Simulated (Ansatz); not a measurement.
# A hypothetical structure for LuCo3N

This structure for LuCo3N is made up. Its elements were placed in a known structure type with a cell scaled to their sizes. What cell does the guess relax to, and how far off was it?

Method: DFT, PBEsol, plane-wave PAW, files of the set soft_1, scalar-relativistic, ferromagnetic start, cell and ions relaxed at zero pressure; PAW set soft_1, in Ansatz 0.2.0.

**1. Starting point**

It takes space group Pm-3m (No. 221, cubic). The conventional cell has a = 3.987 Å, b = 3.987 Å, c = 3.987 Å, α = 90.00°, β = 90.00°, γ = 90.00°. Nearest to Lu lie 12 Co at 2.82 Å. Nearest to Co lie 2 N at 1.99 Å. N has 6 Co at 1.99 Å nearest. Farther neighbours and most contacts between anions are not listed.

Structure file:

```cif
data_structure
_symmetry_space_group_name_H-M 'P 1'
_symmetry_Int_Tables_number 1
_cell_length_a 3.9870
_cell_length_b 3.9870
_cell_length_c 3.9870
_cell_angle_alpha 90.000
_cell_angle_beta 90.000
_cell_angle_gamma 90.000
_cell_volume 63.38
loop_
_atom_site_label
_atom_site_type_symbol
_atom_site_fract_x
_atom_site_fract_y
_atom_site_fract_z
_atom_site_occupancy
Lu1 Lu 0.00000 0.00000 0.00000 1
Co2 Co 0.50000 0.50000 0.00000 1
Co3 Co 0.50000 0.00000 0.50000 1
Co4 Co 0.00000 0.50000 0.50000 1
N5 N 0.50000 0.50000 0.50000 1
```

**2. Relaxing cell and atoms**

The guessed cell has no reason to be at equilibrium. It is relaxed with the atoms, within the space group of the guess.

input.yaml

```yaml
crystal:
  lattice:
    - [3.987, 0.0, 0.0]
    - [0.0, 3.987, 0.0]
    - [0.0, 0.0, 3.987]
  atoms:
    - { symbol: Lu, position: [0.0, 0.0, 0.0] }
    - { symbol: Co, position: [0.5, 0.5, 0.0], spin: 2.0 }
    - { symbol: Co, position: [0.5, 0.0, 0.5], spin: 2.0 }
    - { symbol: Co, position: [0.0, 0.5, 0.5], spin: 2.0 }
    - { symbol: "N", position: [0.5, 0.5, 0.5] }
magnetization:
  spin_polarized: true
kpoints:
  mp_grid: { grid: [7, 7, 7] }
scf:
  occupations: { method: fermi_dirac, width: 0.05 }
hamiltonian:
  xc: pbesol
  pseudopotentials: { kind: paw, azcp: { folder: soft_1 }, xc_functional: pbe }
relax:
  f_tol: 0.015
  max_steps: 70
  cell: {}
output:
  forces: true
  stress: true
```

Started as:

```sh
> ansatz run input.yaml --threads 4 --pin off --max-ram 8192MiB --backend cpu --events-out ev --progress --plain --runs-dir out
```

Numbers of over 12 decimals in the logs are rounded to 6 here.

The log of the run:

```text
Engine: ansatz 0.2.0, aarch64-unknown-linux-gnu
Pseudopotentials: kind: paw
Pseudopotential: Lu, paw, valence charge 25, recommended cutoff 420 eV (normal), soft_1/Lu.paw.azcp
Pseudopotential: Co, paw, valence charge 17, recommended cutoff 420 eV (normal), soft_1/Co.paw.azcp
Pseudopotential: N, paw, valence charge 5, recommended cutoff 420 eV (normal), soft_1/N.paw.azcp
Functional definition: PBEsol
  exchange = pbesol_x
  correlation = pbesol_c
Crystal: 5 atoms, lattice volume = 63.378 Å³
Basis set: ecut = 420 eV, 1237 PW (Γ), exchange–correlation on 54×54×54 points (8 copies of the dense FFT grid, shifted against one another)
Bands: 53, of which v1, the nominal top of the filled ones, is band 41 counted from 1 (40 counted from 0)
Symmetry: 48 space group operations
Space group: Pm-3m (ITA 221), of the structure as read, at distance tolerance 4.0e-5 Å
Magnetic group: BNS 221.92 (UNI 1594), of the structure as read, at distance tolerance 4.0e-5 Å
k-points: 20 of 343
Non-local potential: Lu, projectors of the file, l = 0: 3, l = 1: 2, l = 2: 2, l = 3: 3
Non-local potential: Co, projectors of the file, l = 0: 3, l = 1: 2, l = 2: 3, l = 3: 1
Non-local potential: N, projectors of the file, l = 0: 2, l = 1: 2, l = 2: 1
PAW form: soft (Blöchl's): semilocal exchange-correlation on the pseudo side does not see the compensation charge
PAW frozen core: Lu, regenerated for the run's functional, and the local potential with it (the file was generated under x = pbe(κ = 0.804, μ = 0.219515), c = pbe(β = 0.066725))
PAW frozen core: Co, regenerated for the run's functional, and the local potential with it (the file was generated under x = pbe(κ = 0.804, μ = 0.219515), c = pbe(β = 0.066725))
PAW frozen core: N, regenerated for the run's functional, and the local potential with it (the file was generated under x = pbe(κ = 0.804, μ = 0.219515), c = pbe(β = 0.066725))
PAW one-centre angular grid: Lu, 590 points (default); XC on 64 Gauss nodes
PAW one-centre angular grid: Co, 590 points (default); XC on 64 Gauss nodes
PAW one-centre angular grid: N, 110 points (default); XC on 64 Gauss nodes
Initial density: superposition of atomic densities (chi_scale 0.1, normalization cell, long waves kept (reshape's long-wave potential 0.00 eV rms))
Starting moments: Σ|m| = 6 μB on 3 of 5 sites
Initial wavefunctions: pseudopotential atomic-orbital guess
Functional: x = pbesol(κ = 0.804, μ = 0.123457), c = pbesol(β = 0.046)
SCF iter   1: F=—  HF=-30275.009297 eV  |F-HF|=—  |Δ(HF+E_count)|=         —  Δρ=1.01e-1 (↑1.01e-1 ↓9.53e-2)  dr2=3.38e1  dr2_m=1.90e-1  M=4.609 μB ∫|m|=5.798 μB  β_m=0.30  ethr=3.10e-3  ⟨swp⟩=5.5  Hψ=8973  notcnv=0  defer=3
Mixer restart at iter 1: flushing history
preconditioner: auto → Kerker (q_TF=auto, 2.842 Å⁻¹)  [metal: Δε(μ)=0.006 eV  Ē_g=11.671 eV  σ=0.050 eV  W_gap=0.03  n_scr=26 (ndim 8)  ℏωp=34.6 eV  f_vac=0.000  D(μ)=5.83/eV (n_scr^D=80)]
spin=Collinear: Kerker preconditioning applied to the charge; magnetization (m = ρ↑ − ρ↓) channel mixes plain (no charge-response kernel on spin).
SCF iter   2: F=—  HF=-30268.291990 eV  |F-HF|=—  |Δ(HF+E_count)|=    6.72e0  Δρ=4.30e-2 (↑3.54e-2 ↓4.30e-2)  dr2=6.27e0  dr2_m=2.00e-1  M=4.161 μB ∫|m|=5.534 μB  β_m=0.34  ethr=3.10e-3  ⟨swp⟩=4.0  Hψ=5000  notcnv=0  defer=102
SCF iter   3: F=—  HF=-30268.368544 eV  |F-HF|=—  |Δ(HF+E_count)|=   7.66e-2  Δρ=4.10e-2 (↑2.14e-2 ↓4.10e-2)  dr2=1.91e0  dr2_m=2.74e-1  M=3.755 μB ∫|m|=5.214 μB  β_m=0.58  ethr=3.10e-3  ⟨swp⟩=3.7  Hψ=4441  notcnv=0  defer=97
SCF iter   4: F=—  HF=-30270.241370 eV  |F-HF|=—  |Δ(HF+E_count)|=    1.87e0  Δρ=3.82e-2 (↑8.53e-3 ↓3.82e-2)  dr2=9.03e-1  dr2_m=1.67e-1  M=3.324 μB ∫|m|=4.653 μB  β_m=0.76  ethr=2.36e-3  ⟨swp⟩=3.9  Hψ=4451  notcnv=0  defer=106
SCF iter   5: F=—  HF=-30270.857170 eV  |F-HF|=—  |Δ(HF+E_count)|=   6.16e-1  Δρ=2.10e-2 (↑8.27e-3 ↓2.10e-2)  dr2=4.44e-1  dr2_m=3.26e-2  M=3.184 μB ∫|m|=4.284 μB  β_m=0.64  ethr=1.11e-3  ⟨swp⟩=3.0  Hψ=5341  notcnv=0  defer=121
SCF iter   6: F=—  HF=-30270.664887 eV  |F-HF|=—  |Δ(HF+E_count)|=   1.92e-1  Δρ=1.12e-2 (↑1.12e-2 ↓5.30e-3)  dr2=9.51e-2  dr2_m=1.38e-2  M=3.162 μB ∫|m|=4.195 μB  β_m=0.55  ethr=5.48e-4  ⟨swp⟩=3.1  Hψ=5120  notcnv=0  defer=132
SCF iter   7: F=—  HF=-30270.645305 eV  |F-HF|=—  |Δ(HF+E_count)|=         —  Δρ=9.98e-3 (↑9.98e-3 ↓3.86e-3)  dr2=1.69e-2  dr2_m=2.50e-2  M=3.126 μB ∫|m|=4.100 μB  β_m=0.55  ethr=1.17e-4  ⟨swp⟩=3.0  Hψ=5047  notcnv=0  defer=137
Mixer restart at iter 7: flushing history
SCF iter   8: F=—  HF=-30270.645878 eV  |F-HF|=—  |Δ(HF+E_count)|=   5.73e-4  Δρ=3.89e-3 (↑3.89e-3 ↓2.94e-3)  dr2=2.13e-3  dr2_m=6.22e-3  M=3.127 μB ∫|m|=4.088 μB  β_m=0.74  ethr=2.08e-5  ⟨swp⟩=3.0  Hψ=4318  notcnv=0  defer=137
SCF iter   9: F=—  HF=-30270.650913 eV  |F-HF|=—  |Δ(HF+E_count)|=   5.04e-3  Δρ=4.07e-3 (↑4.07e-3 ↓2.59e-3)  dr2=1.63e-2  dr2_m=3.28e-4  M=3.130 μB ∫|m|=4.079 μB  β_m=0.57  ethr=2.63e-6  ⟨swp⟩=3.2  Hψ=5578  notcnv=0  defer=137
SCF iter  10: F=—  HF=-30270.646122 eV  |F-HF|=—  |Δ(HF+E_count)|=   4.79e-3  Δρ=5.62e-4 (↑4.81e-4 ↓5.62e-4)  dr2=5.21e-4  dr2_m=4.59e-6  M=3.131 μB ∫|m|=4.075 μB  β_m=0.78  ethr=2.63e-6  ⟨swp⟩=3.0  Hψ=5358  notcnv=0  defer=137
SCF iter  11: F=—  HF=-30270.646130 eV  |F-HF|=—  |Δ(HF+E_count)|=   7.77e-6  Δρ=4.77e-4 (↑3.34e-4 ↓4.77e-4)  dr2=2.88e-4  dr2_m=3.31e-6  M=3.130 μB ∫|m|=4.072 μB  β_m=0.61  ethr=6.43e-7  ⟨swp⟩=2.0  Hψ=3849  notcnv=0  defer=137
SCF iter  12: F=—  HF=-30270.646067 eV  |F-HF|=—  |Δ(HF+E_count)|=   6.25e-5  Δρ=2.51e-4 (↑1.20e-4 ↓2.51e-4)  dr2=6.12e-5  dr2_m=3.02e-6  M=3.130 μB ∫|m|=4.072 μB  β_m=0.81  ethr=3.56e-7  ⟨swp⟩=2.8  Hψ=3829  notcnv=0  defer=137
SCF iter  13: F=—  HF=-30270.645935 eV  |F-HF|=—  |Δ(HF+E_count)|=   1.32e-4  Δρ=6.42e-5 (↑4.22e-5 ↓6.42e-5)  dr2=7.60e-6  dr2_m=9.15e-8  M=3.130 μB ∫|m|=4.071 μB  β_m=0.90  ethr=7.56e-8  ⟨swp⟩=2.1  Hψ=3395  notcnv=0  defer=137
SCF iter  14: F=—  HF=-30270.645934 eV  |F-HF|=—  |Δ(HF+E_count)|=   1.45e-6  Δρ=2.48e-5 (↑8.80e-6 ↓2.48e-5)  dr2=4.36e-7  dr2_m=5.88e-8  M=3.130 μB ∫|m|=4.071 μB  β_m=0.95  ethr=9.38e-9  ⟨swp⟩=2.0  Hψ=3592  notcnv=0  defer=137
SCF iter  15: F=—  HF=-30270.645934 eV  |F-HF|=—  |Δ(HF+E_count)|=   3.26e-7  Δρ=1.26e-5 (↑5.35e-6 ↓1.26e-5)  dr2=1.26e-7  dr2_m=9.16e-9  M=3.130 μB ∫|m|=4.071 μB  β_m=0.98  ethr=5.38e-10  ⟨swp⟩=2.1  Hψ=3492  notcnv=0  defer=137
SCF iter  16: F=—  HF=-30270.645934 eV  |F-HF|=—  |Δ(HF+E_count)|=   1.20e-9  Δρ=1.76e-6 (↑8.80e-7 ↓1.76e-6)  dr2=3.43e-9  dr2_m=2.20e-10  M=3.130 μB ∫|m|=4.071 μB  β_m=0.99  ethr=1.55e-10  ⟨swp⟩=2.3  Hψ=3683  notcnv=0  defer=137
[...]
SCF iter  10: F=—  HF=-30271.029374 eV  |F-HF|=—  |Δ(HF+E_count)|=   2.76e-6  Δρ=3.57e-5 (↑3.57e-5 ↓2.69e-5)  dr2=1.40e-6  dr2_m=1.19e-8  M=2.773 μB ∫|m|=3.501 μB  β_m=0.90  ethr=1.33e-8  ⟨swp⟩=2.9  Hψ=4233  notcnv=0  defer=100
SCF iter  11: F=—  HF=-30271.029374 eV  |F-HF|=—  |Δ(HF+E_count)|=   6.08e-8  Δρ=4.26e-6 (↑4.26e-6 ↓4.26e-6)  dr2=3.11e-8  dr2_m=1.36e-10  M=2.773 μB ∫|m|=3.502 μB  β_m=0.95  ethr=1.73e-9  ⟨swp⟩=2.3  Hψ=3747  notcnv=0  defer=99
SCF iter  12: F=-30271.029374 eV  HF=-30271.029374 eV  |F-HF|=1.64e-8  |Δ(HF+E_count)|=   2.78e-9  Δρ=3.90e-6 (↑2.64e-6 ↓3.90e-6)  dr2=1.76e-8  dr2_m=2.36e-10  M=2.773 μB ∫|m|=3.502 μB  ethr=3.84e-11  ⟨swp⟩=3.7  Hψ=9839  notcnv=0
SCF 3 converged in 12 iterations: F = -30271.029374 eV  dr2 = 1.76e-8
relax step   3: F+E_penalty+E_count = -30271.02937425 eV  Δ(F+E_penalty+E_count) = -2.663e-2 eV  max|allowed force component| = 1.103e-28 eV/Å  Δτ_max = 0.0000 Å  P = +1.048 GPa  Ω = 56.640 Å³  energy of the carried Pulay correction = +9.248e-3 eV  (12 SCF iters, dr2 threshold 5.00e-7 eV, accepted)
[...]
relax step   4: F+E_penalty+E_count = -30271.02990427 eV  Δ(F+E_penalty+E_count) = -5.300e-4 eV  max|allowed force component| = 7.605e-29 eV/Å  Δτ_max = 0.0000 Å  P = -0.008 GPa  Ω = 56.937 Å³  energy of the carried Pulay correction = +8.818e-3 eV  (10 SCF iters, dr2 threshold 5.00e-7 eV, accepted)
[...]
relax step   5: F+E_penalty+E_count = -30271.02371865 eV  Δ(F+E_penalty+E_count) = +6.186e-3 eV  max|allowed force component| = 1.136e-28 eV/Å  Δτ_max = 0.0000 Å  P = -0.135 GPa  Ω = 56.937 Å³  stress off target by 1.35e-1 GPa  SCF on the basis re-selected at this cell (its energy is not comparable with the rows above)  (12 SCF iters)
[...]
relax step   6: F+E_penalty+E_count = -30271.02378767 eV  Δ(F+E_penalty+E_count) = -6.902e-5 eV  max|allowed force component| = 6.143e-29 eV/Å  Δτ_max = 0.0000 Å  P = -0.001 GPa  Ω = 56.899 Å³  energy of the carried Pulay correction = +5.290e-5 eV  (9 SCF iters, dr2 threshold 4.54e-8 eV, accepted)
iter 1 solved again at ethr=2.17e-8 eV; its pass at ethr=3.10e-3 eV (dr2=1.76e-5 eV) is discarded
SCF iter   1: F=—  HF=-30271.023694 eV  |F-HF|=—  |Δ(HF+E_count)|=         —  Δρ=2.80e-6 (↑2.71e-6 ↓2.80e-6)  dr2=1.15e-8  dr2_m=3.71e-11  M=2.791 μB ∫|m|=3.528 μB  β_m=0.65  ethr=2.17e-8  ⟨swp⟩=6.2  Hψ=19856  notcnv=0
preconditioner: auto → Kerker (q_TF=auto, 2.431 Å⁻¹)  [metal: Δε(μ)=0.012 eV  Ē_g=11.221 eV  σ=0.050 eV  W_gap=0.06  n_scr=18 (ndim 8)  ℏωp=36.5 eV  f_vac=0.000  D(μ)=2.55/eV (n_scr^D=26)]
spin=Collinear: Kerker preconditioning applied to the charge; magnetization (m = ρ↑ − ρ↓) channel mixes plain (no charge-response kernel on spin).
SCF iter   2: F=—  HF=-30271.023696 eV  |F-HF|=—  |Δ(HF+E_count)|=   2.05e-6  Δρ=1.55e-6 (↑1.26e-6 ↓1.55e-6)  dr2=2.17e-9  dr2_m=1.42e-10  M=2.791 μB ∫|m|=3.528 μB  β_m=0.48  ethr=1.42e-11  ⟨swp⟩=4.9  Hψ=6319  notcnv=0
SCF iter   3: F=—  HF=-30271.023696 eV  |F-HF|=—  |Δ(HF+E_count)|=   2.94e-9  Δρ=9.23e-7 (↑7.29e-7 ↓9.23e-7)  dr2=7.77e-10  dr2_m=9.10e-11  M=2.791 μB ∫|m|=3.528 μB  β_m=0.51  ethr=2.67e-12  ⟨swp⟩=3.1  Hψ=3699  notcnv=0
SCF iter   4: F=—  HF=-30271.023696 eV  |F-HF|=—  |Δ(HF+E_count)|=   1.54e-9  Δρ=5.90e-7 (↑5.90e-7 ↓5.83e-7)  dr2=5.16e-10  dr2_m=4.74e-11  M=2.791 μB ∫|m|=3.528 μB  β_m=0.61  ethr=1.00e-12  ⟨swp⟩=2.5  Hψ=3487  notcnv=0
SCF iter   5: F=—  HF=-30271.023696 eV  |F-HF|=—  |Δ(HF+E_count)|=  6.62e-10  Δρ=1.66e-7 (↑1.59e-7 ↓1.66e-7)  dr2=9.42e-11  dr2_m=2.61e-13  M=2.791 μB ∫|m|=3.528 μB  β_m=0.76  ethr=1.00e-12  ⟨swp⟩=2.1  Hψ=3104  notcnv=0
SCF iter   6: F=—  HF=-30271.023696 eV  |F-HF|=—  |Δ(HF+E_count)|=  5.82e-11  Δρ=2.11e-7 (↑1.72e-7 ↓2.11e-7)  dr2=8.06e-11  dr2_m=3.10e-13  M=2.791 μB ∫|m|=3.528 μB  β_m=0.67  ethr=1.00e-12  ⟨swp⟩=1.3  Hψ=2151  notcnv=0
SCF iter   7: F=—  HF=-30271.023696 eV  |F-HF|=—  |Δ(HF+E_count)|=    0.00e0  Δρ=9.87e-8 (↑8.28e-8 ↓9.87e-8)  dr2=1.01e-11  dr2_m=2.81e-12  M=2.791 μB ∫|m|=3.528 μB  β_m=0.83  ethr=1.00e-12  ⟨swp⟩=1.6  Hψ=2381  notcnv=0
SCF iter   8: F=—  HF=-30271.023696 eV  |F-HF|=—  |Δ(HF+E_count)|=  2.91e-11  Δρ=3.01e-7 (↑1.74e-7 ↓3.01e-7)  dr2=9.84e-11  dr2_m=2.28e-12  M=2.791 μB ∫|m|=3.528 μB  β_m=0.81  ethr=1.00e-12  ⟨swp⟩=1.8  Hψ=2492  notcnv=0
SCF iter   9: F=-30271.023696 eV  HF=-30271.023696 eV  |F-HF|=1.46e-11  |Δ(HF+E_count)|=  1.09e-11  Δρ=9.18e-8 (↑5.50e-8 ↓9.18e-8)  dr2=9.49e-12  dr2_m=1.92e-13  M=2.791 μB ∫|m|=3.528 μB  ethr=1.00e-12  ⟨swp⟩=4.7  Hψ=9556  notcnv=0
SCF 7 converged in 9 iterations: F = -30271.023696 eV  dr2 = 9.49e-12
relax step   7: F+E_penalty+E_count = -30271.02369648 eV  Δ(F+E_penalty+E_count) = +9.119e-5 eV  max|allowed force component| = 1.178e-28 eV/Å  Δτ_max = 0.0000 Å  P = -0.001 GPa  Ω = 56.899 Å³  stress off target by 5.04e-4 GPa  SCF on the basis re-selected at this cell (its energy is not comparable with the rows above)  (9 SCF iters)
basis re-selected at this cell: Δ(F+E_penalty+E_count) = +9.119e-5 eV, ΔP = +0.001 GPa vs the last step (what re-selecting the basis moved, of the pressure what is left beyond the Pulay correction that the steps carried, after the strain that the cell walked since its last selection, with what the two solves' SCF thresholds leave and, on support functions, any second-order correction that the steps lacked; it is no m [...]
SCF converged after 9 iterations
Magnetization: 2.7908 μB (41.8954 up, 39.1046 down)
Absolute magnetization: 3.5306 μB (∫|ρ↑−ρ↓|, with the PAW one-centre terms)
Spin contamination: 0.0784 ħ² per cell (⟨S²⟩ above its minimum at these occupations)
Per-site moments (μB) at R_I (Å): [(-0.106105, 1.121876), (0.947314, 0.793286), (0.947314, 0.793286), (0.947314, 0.793286), (0.147586, 0.793286)]
Free energy (F): -30271.023696 eV
Harris-Foulkes:  -30271.023696 eV  (|F-HF|=1.46e-11)
Internal energy: -30271.001639 eV  (E = F + TS)
E sigma→0 (E₀):  -30271.012668 eV
Entropy (-TS):   -0.022058 eV (-4.412 meV/atom)
Fermi energy:    19.301583 eV
--- Per-component energies (eV) ---
  E_band       = -502.896297
  E_kinetic    = 1438.421190
  E_local      = -14056.015750  (includes V_loc(G=0)·N_el)
  E_nonlocal   = 2041.497648
  E_hartree    = 6094.885619
  E_xc         = -543.549100
  E_vxc        = -686.853815  (∫ρ·V_xc dr)
  E_paw        = -12052.692321  (= ΣΔE_a)
  E_vpaw       = -1429.717970  (= ΣTr[D̂ρ^β])
  E_aug_tail   = 0.000856  (compensation charges beyond the density's cutoff)
  E_ewald      = -13195.335023
  E_core_change = 1.785242  (= ΣΔE_core)
  E_smearing   = -0.022058  (= −TS)
  E_closure    = 0.000000  (closes the sum)
  Σ components = -30271.023696   (vs F -30271.023696, Δ=0.00e0)
--- Forces (eV/Å), atoms counted from 1 ---
  atom   1  Lu     0.00000000     0.00000000     0.00000000
  atom   2  Co    -0.00000000    -0.00000000    -0.00000000
  atom   3  Co    -0.00000000    -0.00000000     0.00000000
  atom   4  Co    -0.00000000     0.00000000     0.00000000
  atom   5  N      0.00000000     0.00000000    -0.00000000
  max |Σ_I F_I| component: 1.68e-28 eV/Å
--- Stress (GPa, compression-positive) ---
       -0.000504      -0.000000       0.000000
       -0.000000      -0.000504       0.000000
        0.000000       0.000000      -0.000504
  P = ⅓ Tr σ = -0.0005 GPa (-0.005 kbar)
--- Relaxed structure (5 steps of the walk, 5 accepted, 2 SCFs on fresh bases) ---
  F+E_penalty+E_count = -30271.02369648 eV   max|allowed force component| = 1.178e-28 eV/Å   (the final SCF, on the basis selected at the relaxed cell)
  cell:  # Å, volume = 56.8994 Å³
    - [3.846235, 0, 0]
    - [0, 3.846235, 0.0]
    - [0, 0.0, 3.846235]
  atoms:
    - { symbol: Lu, position: [0, 0, 0] }
    - { symbol: Co, position: [0.500000, 0.500000, 0] }
    - { symbol: Co, position: [0.500000, 0, 0.500000] }
    - { symbol: Co, position: [0, 0.500000, 0.500000] }
    - { symbol: N, position: [0.500000, 0.500000, 0.500000] }
```

The job ended after 21 s (4 threads of Arm Neoverse V2, shared host; peak memory 0.47 GiB; 77 s of CPU time).

Relaxation path:

```
step  energy less that of the first step (eV)  largest force component (eV/Å)  pressure (GPa)  volume (Å³)
   1                                   0.0000                          0.0000          -17.01        63.38
   2                                  -0.3568                          0.0000           -5.04        58.48
   3                                  -0.3834                          0.0000            1.05        56.64
   4                                  -0.3840                          0.0000           -0.01        56.94
  5*                                  -0.3778                          0.0000           -0.13        56.94
   6                                  -0.3779                          0.0000            0.00        56.90
  7*                                  -0.3778                          0.0000            0.00        56.90
```

Relaxation steps marked * repeat the geometry before them on a plane-wave basis chosen anew for their cell, so energy and pressure can jump there.

Forces are held to the 48 operations that the run works with; a distortion that breaks them can't arise in this run.

```
conventional cell, symmetrised  before  after   change
                         a (Å)   3.987  3.846   -3.5 %
                         b (Å)   3.987  3.846   -3.5 %
                         c (Å)   3.987  3.846   -3.5 %
              volume (Å³/atom)   12.68  11.38  -10.2 %
```

The relaxed structure:

```xyz
5
Lattice="3.8462 0.0000 0.0000 0.0000 3.8462 0.0000 0.0000 0.0000 3.8462" Properties=species:S:1:pos:R:3 pbc="T T T"
Lu    0.0000    0.0000    0.0000
Co    1.9231    1.9231    0.0000
Co    1.9231    0.0000    1.9231
Co    0.0000    1.9231    1.9231
N     1.9231    1.9231    1.9231
```

This step gave:

```yaml
free_energy: -30271.0237 eV
energy_at_zero_smearing: -30271.0127 eV
smearing_term_ts: 0.02206 eV
fermi_energy: 19.30 eV
magnetization: 2.791 μB
absolute_magnetization: 3.531 μB
site_moments: -0.1061, 0.9473, 0.9473, 0.9473, 0.1476 μB
electrons: 81
symmetry_operations: 48
pressure: -5.04e-4 GPa
```

Site moment by atom:

```
atom  site moment (μB)
 Lu1            -0.106
 Co2             0.947
 Co3             0.947
 Co4             0.947
  N5             0.148
```

The shortest distance of each pair, which need not be the same contact before and after:

```
 pair  guess (Å)  relaxed (Å)
 Co–N      1.994        1.923
Co–Lu      2.819        2.720
Co–Co      2.819        2.720
 Lu–N      3.453        3.331
Lu–Lu      3.987        3.846
```

The relaxation ends with a pressure of 0.00 GPa.

**3. Summary of results**

| Quantity | Value |
| --- | --- |
| space group, relaxed | Pm-3m |
| conventional cell | a = 3.846, b = 3.846, c = 3.846 Å; α = 90.0°, β = 90.0°, γ = 90.0° |
| volume per atom | 11.38 Å³ (guess 12.68) |
| total moment | 2.79 μB in the cell of 5 atoms |

LuCo3N relaxes to Pm-3m with a = 3.846, b = 3.846 and c = 3.846 Å. The guessed volume was 11 % too large. The space group Pm-3m was held in the relaxation, so the end point is a stationary structure within it and may be a saddle against distortions or other arrangements. The input starts from parallel moments, and no other start was typed. Mesh and cutoff weren't tested. Spin-orbit coupling is left out, which can matter for elements this heavy. No dispersion term is used, so weakly bound directions may come out too long. Nothing here tests whether the compound is stable against decomposition.

[Logs are printed without paths, hosts, clocks, repeated set-up lines and the standing remarks that a program may print on its own settings, such as how far it seeks lower states.]

[Hosts, paths, dates, database ids (printed as entryN), source tags and the programs' standing remarks are cut or masked in the printed files.]
